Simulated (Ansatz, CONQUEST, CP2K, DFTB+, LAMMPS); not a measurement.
**Codes compared on glassy 72SiO2-17Al2O3-6BaO-6ZnO (mol %) (116 atoms)**

How near do other programs and methods come to a plane-wave reference for glassy 72SiO2-17Al2O3-6BaO-6ZnO (mol %) (116 atoms)? A plane-wave run serves as the reference.

Program: Ansatz 0.2.0. Level of theory: Kohn-Sham DFT, PBE, PAW, plane waves. Results are calculated unless marked as measured.

### 1. The starting structure

The cell holds 116 atoms: 26 Si, 12 Al, 2 Ba, 2 Zn and 74 O. Its edges and angles: a = 11.345 Å, b = 11.345 Å, c = 11.345 Å, α = 90.0°, β = 90.0°, γ = 90.0°. 116 atoms (26 Si, 12 Al, 2 Ba, 2 Zn, 74 O) placed at random at 3.01 g/cm³, melted at 4000 K for 10 ps at fixed volume with the Morse and Coulomb pair potential with partial charges (Pedone, Malavasi, Menziani, Cormack and Segre, J. Phys. Chem. B 110, 11780 (2006)). Quenched from 4000 K to 300 K at 50 K/ps and fixed volume, held 5 ps.

### 2. The reference run

The PAW files are the set soft_2.

Input file input.yaml:

```yaml
crystal:
  lattice:
    - [11.345, 0.0, 0.0]
    - [0.0, 11.345, 0.0]
    - [0.0, 0.0, 11.345]
  atoms:
    - { symbol: Si, position: [0.84404, 0.70248, 0.19524] }
    - { symbol: Si, position: [0.75747, 0.92192, 0.87913] }
    - { symbol: Si, position: [0.94842, 0.912, 0.05605] }
    - { symbol: Si, position: [0.34509, 0.85995, 0.50039] }
    [... 106 atom lines left out ...]
    - { symbol: O, position: [0.22727, 0.01917, 0.28901] }
    - { symbol: O, position: [0.03089, 0.83642, 0.97468] }
    - { symbol: O, position: [0.46542, 0.7244, 0.93339] }
    - { symbol: O, position: [0.56436, 0.52462, 0.16902] }
    - { symbol: O, position: [0.88773, 0.43481, 0.71534] }
    - { symbol: O, position: [0.51063, 0.11897, 0.74895] }
kpoints:
  mp_grid: { grid: [1, 1, 1] }
hamiltonian:
  xc: pbe
scf:
  occupations: { method: fermi_dirac, width: 0.05 }
output:
  forces: true
  eigenvalues: true
  populations: true
  stress: true
```

Started as:

```sh
> ansatz run input.yaml --threads 4 --pin off --max-ram 8192MiB --backend cpu --events-out ev --progress --plain --runs-dir out
```

The log of the run:

```text
[...]
Pseudopotentials: kind: paw
Pseudopotential: Si, paw, valence charge 4, recommended cutoff 420 eV (normal), Si.paw.azcp
Pseudopotential: Al, paw, valence charge 3, recommended cutoff 420 eV (normal), Al.paw.azcp
Pseudopotential: Ba, paw, valence charge 10, recommended cutoff 420 eV (normal), Ba.paw.azcp
Pseudopotential: Zn, paw, valence charge 12, recommended cutoff 420 eV (normal), Zn.paw.azcp
Pseudopotential: O, paw, valence charge 6, recommended cutoff 420 eV (normal), O.paw.azcp
[... 5 lines on functional and potentials left out ...]
Crystal: 116 atoms, lattice volume = 1460.204 Å³
Basis set: ecut = 420 eV, 28425 PW (Γ), exchange–correlation on 160×160×160 points (8 copies of the dense FFT grid, shifted against one another)
Bands: 430, of which v1, the nominal top of the filled ones, is band 314 counted from 1 (313 counted from 0)
Symmetry: 1 space group operations
Space group: P1 (ITA 1), of the structure as read, at distance tolerance 1.1e-4 Å
k-points: 1
[... 11 lines on functional and potentials left out ...]
Initial density: superposition of atomic densities (neutral atoms: chi_scale 0, normalization atom), corrected by the library's trained network
Initial wavefunctions: pseudopotential atomic-orbital guess
[...]
SCF iter   1: F=—  HF=-83627.202154 eV  |F-HF|=—  |Δ(HF+E_count)|=         —  Δρ=2.36e-3  dr2=1.15e-1  ethr=1.77e-3  ⟨swp⟩=6.0  Hψ=1926  notcnv=0  defer=97
preconditioner: auto → Resta (q_TF=auto, 2.370 Å⁻¹)  ε∞=3.4  [insulator: Δε(μ)=2.761 eV  Ē_g=15.522 eV  σ=0.050 eV  W_gap=1.00  n_scr=340 (ndim 8)  ℏωp=24.3 eV  f_vac=0.093  D(μ)=0.00/eV (n_scr^D=0)  ε∞_Penn≈3.4]
[...]
SCF iter   9: F=—  HF=-83627.213720 eV  |F-HF|=—  |Δ(HF+E_count)|=   7.77e-7  Δρ=2.98e-6  dr2=1.36e-7  ethr=1.57e-10  ⟨swp⟩=2.0  Hψ=590  notcnv=0  defer=110
SCF iter  10: F=-83627.213720 eV  HF=-83627.213720 eV  |F-HF|=6.58e-9  |Δ(HF+E_count)|=   7.28e-8  Δρ=1.41e-6  dr2=2.71e-8  ethr=1.59e-11  ⟨swp⟩=17.0  Hψ=2997  notcnv=0
SCF 1 converged in 10 iterations: F = -83627.213720 eV  dr2 = 2.71e-8
[...]
SCF converged after 10 iterations
Free energy (F): -83627.213720 eV
Harris-Foulkes:  -83627.213720 eV  (|F-HF|=6.58e-9)
Internal energy: -83627.213720 eV  (E = F + TS)
E sigma→0 (E₀):  -83627.213720 eV
Fermi energy:    6.323899 eV
--- Per-component energies (eV) ---
[...]
Σ components = -83627.213720   (vs F -83627.213720, Δ=0.00e0)
--- Forces (eV/Å), atoms counted from 1 ---
  atom   1  Si     2.98457688     0.11309789    -3.19210781
  atom   2  Si     0.00758260    -3.89272487     0.86104638
  atom   3  Si    -0.84756087    -2.08521817    -2.79180445
  atom   4  Si     0.59109643     1.76767253     0.52891623
[...]
atom 116  O     -0.60420596     1.01740968    -0.83165164
  max |Σ_I F_I| component: 1.11e-4 eV/Å
--- Stress (GPa, compression-positive) ---
        7.702332      -0.220586       1.784650
       -0.220600       3.190568      -1.908467
        1.784642      -1.908466       6.849597
  P = ⅓ Tr σ = 5.9142 GPa (59.142 kbar)
--- Band table (eV) ---
  k-point 0: bands = ["-22.7926", "-22.4213", "-16.7476", "-16.5882", [... 414 levels ...], "14.3133", "14.3390", "14.3490", "14.4151", "14.4563", "14.4628", "14.5251", "14.5621", "14.5784", "14.6296", "14.6517", "14.6557"]
--- Löwdin populations: 116 sites ---
  site symbol       q [e]
     0     Si      2.2186
     1     Si      2.2450
     2     Si      2.2379
[...]
115      O      6.9775
  spilling = 0.011919 (of n_electrons = 628.000000)
```

It took 27 s on 4 threads of Intel Xeon Platinum 8259CL at 2.50GHz (Skylake/Cascade Lake), shared host; peak memory 2.3 GiB; 99 s of CPU time.

The run gave:

- free energy: -83627.2137 eV
- free energy per atom: -720.9243 eV/atom
- SCF cycles: 10
- pressure: 5.914 GPa
- r.m.s. force component: 1.315 eV/Å
- longest force: 6.699 eV/Å
- Fermi energy: 6.324 eV
- gap (highest filled to lowest empty level): 2.642 eV
- spilling of the projection: 0.01192

Length of the force by element:

```csv
element,coordination,atoms,mean length of the force (eV/Å),spread,least,most
Al,all,12,1.97,1.04,0.947,4.41
Ba,all,2,0.589,0.123,0.465,0.712
O,all,74,1.69,1.02,0.420,6.70
Si,all,26,2.93,1.05,0.925,4.85
Zn,all,2,0.291,0.0958,0.196,0.387
```

Löwdin charges by element (they lack the spilled electrons, 0.065 e an atom on average):

```csv
element,coordination,atoms,mean charge (e),spread,least,most
Al,all,12,1.36,0.0367,1.29,1.43
Ba,all,2,1.88,0.0149,1.87,1.90
O,all,74,-0.827,0.0543,-0.988,-0.745
Si,all,26,1.76,0.0268,1.70,1.80
Zn,all,2,1.50,0.0123,1.49,1.51
```

The levels nearest the highest filled one (over half full), pooled over k-points and spins:

```csv
level less the highest filled one (eV),occupation
-0.880,2
-0.821,2
-0.805,2
-0.679,2
-0.387,2
0,2
2.64,0
3.36,0
3.76,0
3.90,0
4.03,0
4.13,0
```

The run ends at a pressure of 5.91 GPa, with forces up to 6.7 eV/Å.

### 3. Structure statistics

Density 3.01 g/cm³, 12.59 Å³ an atom.

g(r), total and by pair (bins of 0.2 Å):

```csv
r (Å),total,O-O,O-Si,O-Al,O-Ba,O-Zn,Si-Si
1.40,0.04,0.00,0.14,0.00,0.00,0.00,0.00
1.60,3.38,0.00,10.93,1.88,0.00,0.00,0.00
1.80,1.22,0.00,0.90,7.08,0.00,1.11,0.00
2.00,0.26,0.00,0.00,1.19,0.00,4.79,0.00
2.20,0.07,0.00,0.07,0.28,0.00,0.83,0.00
2.40,0.21,0.53,0.00,0.00,0.00,0.00,0.00
2.60,1.60,3.88,0.00,0.00,0.00,0.00,0.00
2.80,1.07,2.08,0.08,0.25,2.46,1.00,0.42
3.00,0.89,1.04,0.33,0.29,1.69,0.87,2.64
3.20,1.17,1.06,0.68,0.63,2.67,0.76,3.03
3.40,0.89,0.69,1.09,1.19,0.68,0.35,0.47
3.60,0.90,0.72,1.27,1.15,0.89,0.60,0.00
3.80,1.14,0.51,1.67,1.98,0.00,1.36,1.08
4.00,1.14,0.50,1.98,1.48,1.97,0.72,1.17
4.20,1.00,0.62,1.48,1.41,0.21,1.55,0.68
4.40,1.04,0.84,1.13,1.45,0.40,1.25,1.15
4.60,1.08,1.37,0.77,0.65,1.11,1.48,1.62
4.80,0.98,1.29,0.72,0.46,1.52,0.68,1.18
5.00,1.07,1.52,0.60,0.79,0.79,0.63,1.38
5.20,1.01,1.31,0.67,0.63,1.44,1.61,0.75
5.40,0.98,1.11,0.92,0.87,0.82,0.54,0.88
5.60,1.01,1.06,0.99,1.07,0.88,0.76,0.82
```

### 4. The ladder

The programs:
- CP2K 2026.2: Gaussian basis with GTH pseudopotentials and a plane-wave density; labels give functional, basis (MOLOPT sets; SR short-range, UZH the newer set with its own potentials), grid cutoff/relative cutoff and solver (OT: orbital transformation; TRS4, TC2, SIGN: linear-scaling purification with its sparsity filter), or its built-in tight binding.
- DFTB+ 25.1: tight binding, with Slater–Koster sets (DFTB) or xTB through its tblite library.

All use the same cell and atoms; the electronic-structure runs use the same k-mesh, and an electronic temperature of 580 K (0.05 eV) where levels are smeared.

Differences are against the plane-wave reference, forces as r.m.s. over components; share is that over the reference's r.m.s. force, slope the least-squares factor from reference forces to these. Total energies of different programs have different zeros and aren't compared.

```csv
run,"Δ force, r.m.s. (meV/Å)",share (%),slope,Δ pressure (GPa),Δ gap (eV),cores,CPU time,memory (GiB)
reference,-,-,-,-,-,4,99 s,2.3
"CP2K PBE, DZVP-MOLOPT-SR, 400/50 Ry, diagonalisation (coarse)",111,8.42,0.998,0.0586,-0.117,4,11 min,4.2
"CP2K PBE, DZVP-MOLOPT-SR, 800/50 Ry, diagonalisation",81.7,6.21,1.000,0.018,-0.116,2,14 min,5.7
DFTB+ GFN1-xTB,717,54.5,0.769,-0.183,-1.20,1,45 s,1.1
```

Rows marked coarse were listed beforehand as settings not expected to be converged; some can still land near the reference.

CPU time is summed over cores on a shared host, where runs went side by side, so it is rough. Symmetry, cutoffs, thresholds, outputs and thread counts weren't matched or tuned between programs; memory under MPI is the largest rank's times the ranks.

Left out of this page: CONQUEST PBE, grid 120 Ha, on-site functions, order-N, range 8 bohr (stopped by an internal error of the program).

Runs without a result: DFTB+ IPEA1-xTB (ended with an error: overlap matrix not positive definite).

Mean charges by element (e), by run and scheme:

```csv
run,scheme,Si,Al,Ba,Zn,O
reference,Löwdin,+1.76,+1.36,+1.88,+1.50,-0.83
"CP2K PBE, DZVP-MOLOPT-SR, 800/50 Ry, diagonalisation",Mulliken,+0.79,+1.16,+1.52,+0.79,-0.53
"CP2K PBE, DZVP-MOLOPT-SR, 800/50 Ry, diagonalisation",Hirshfeld,+0.53,+0.50,+0.65,+0.58,-0.30
DFTB+ GFN1-xTB,Mulliken,+0.75,+0.87,+0.90,+0.84,-0.45
```

The reference's Löwdin charges lack the electrons that the projection spills, 0.065 e an atom on average.

Within one program, basis, potentials and functional, energies share a zero. Each run against its twin at the usual cutoff or grid and solver:

```csv
run,twin,Δ energy (meV/atom),"Δ force, r.m.s. (meV/Å)",CPU time over the twin's
"CP2K PBE, DZVP-MOLOPT-SR, 400/50 Ry, diagonalisation","DZVP-MOLOPT-SR, 800/50 Ry, diagonalisation",-0.449,80.2,0.76 (this twin ran on 2 cores)
```

### 5. What came out

```json
{"reference r.m.s. force component": "1.32 eV/Å", "nearest in forces": "CP2K PBE, DZVP-MOLOPT-SR, 800/50 Ry, diagonalisation, 6.2 %", "farthest in forces": "DFTB+ GFN1-xTB, 55 %", "cheapest electronic-structure run beside the reference": "DFTB+ GFN1-xTB, 45 s of CPU time"}
```

In words: The PBE run in local orbitals, coarse settings apart, differs by 6.2 % (CP2K PBE, DZVP-MOLOPT-SR, 800/50 Ry, diagonalisation); basis, grid and potentials can all enter. Tight binding differs by 55 % (DFTB+ GFN1-xTB); it is another model, with fitted parameters of its own, and the xTB methods hold dispersion. Runs with settings chosen to be coarse differ by 8.4 % (CP2K PBE, DZVP-MOLOPT-SR, 400/50 Ry, diagonalisation), their programs' other errors included. One electronic-structure run takes under half the reference's CPU time: DFTB+ GFN1-xTB, at 55 % in 45 s against 99 s. At the same functional, the gap of these runs lies 0.12 eV below the reference's 2.64 eV. Charges hang on model, scheme and program or settings: among these rows the mean for Ba runs from +0.65 to +1.88 e. In the reference: filled and empty levels are parted by 2.64 eV (at Γ alone); a semilocal functional tends to put such gaps too low. In a disordered cell it changes from sample to sample, and tail or defect levels can set it. In the reference: mean Löwdin charges: Al +1.36, Ba +1.88, O -0.83, Si +1.76, Zn +1.50 e (they miss 1.2 % of the electrons, so they add up to more than the cell's charge). Periodic xTB results under one method name differ between programs and library versions (DFTB+ here holds tblite 0.3). The quench rate of 50 K/ps is many orders above laboratory rates, so the cell is likely richer in defects and strain than a real sample. The network of bonds at the start is that of the classical potential that made the cell, and needn't be the one that DFT or experiment would give. The reference's stress is far from hydrostatic: its diagonal is 7.7, 3.2, 6.8 GPa, compression counted positive. The electronic-structure runs sample only Γ, in a cell whose shortest periodic width is 11 Å. Spin–orbit coupling is left out, which matters for the levels of the heavy elements.

[Also dropped from logs without a mark: logging warnings of Python, and SIESTA's first energy breakdown and zero terms.]

[Logs are printed without paths, hosts, clocks, repeated set-up lines and the standing remarks that a program may print on its own settings, such as how far it seeks lower states.]

[Hosts, paths, dates, database ids (printed as entryN), source tags and the programs' standing remarks are cut or masked in the printed files.]
